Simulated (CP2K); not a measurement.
Two runs for the C K edge of 2-pyridone. Run A: CP2K XAS_TDP, all-electron GAPW, PBEh(45%), aug-cc-pVDZ, TDA, no relativity. Run B differs in one setting.

First lines with a strength over 0.0015. A:

```tsv
atom	energy (eV)	states	strength, one atom
C2 (bonded to C, N and O)	283.41	1	0.0630
	285.51	1	0.0072
	288.52	1	0.0034
	289.50	2	0.0239
	289.94	1	0.0125
C3 (bonded to 2 C and H)	280.87	1	0.0399
	283.71	1	0.0050
	284.49	1	0.0075
	285.12	1	0.0044
	285.86	1	0.0033
C4 (bonded to 2 C and H)	281.02	1	0.0532
	284.44	1	0.0041
	284.79	1	0.0116
	285.73	1	0.0029
	286.44	1	0.0025
C5 (bonded to 2 C and H)	281.73	1	0.0305
	282.86	1	0.0188
	284.12	1	0.0099
	285.41	1	0.0018
	285.88	2	0.0047
C6 (bonded to C, N and H)	281.97	1	0.0570
	285.37	1	0.0150
	285.58	1	0.0023
	286.92	1	0.0031
	287.34	1	0.0041
```

B:

```tsv
atom	energy (eV)	states	strength, one atom
C2 (bonded to C, N and O)	289.61	1	0.0617
	291.71	1	0.0071
	294.72	1	0.0034
	295.70	2	0.0234
	296.15	1	0.0123
C3 (bonded to 2 C and H)	286.58	1	0.0391
	289.42	1	0.0049
	290.19	1	0.0074
	290.82	1	0.0043
	291.56	1	0.0033
C4 (bonded to 2 C and H)	286.92	1	0.0521
	290.34	1	0.0040
	290.68	1	0.0114
	291.63	1	0.0028
	292.33	1	0.0025
C5 (bonded to 2 C and H)	287.50	1	0.0299
	288.62	1	0.0184
	289.89	1	0.0097
	291.17	1	0.0017
	291.64	2	0.0046
C6 (bonded to C, N and H)	287.77	1	0.0558
	291.18	1	0.0147
	291.38	1	0.0023
	292.73	1	0.0031
	293.14	1	0.0040
```

Which was it: scalar relativity switched on, the functional, the basis, GW2X switched on?

GW2X switched on. GW2X shifts an atom's lines together and keeps their spacings. Against PBEh(45%) in aug-cc-pVDZ, the leading lines move by +6.20 eV (C2, to 289.61), +5.71 eV (C3, to 286.58), +5.90 eV (C4, to 286.92), +5.77 eV (C5, to 287.50) and +5.80 eV (C6, to 287.77).

[Banner, clock and machine lines of the logs are left out without a mark of their own.]

[Logs are printed without paths, hosts, clocks, repeated set-up lines and the standing remarks that a program may print on its own settings, such as how far it seeks lower states.]

[Hosts, paths, dates, database ids (printed as entryN), source tags and the programs' standing remarks are cut or masked in the printed files.]
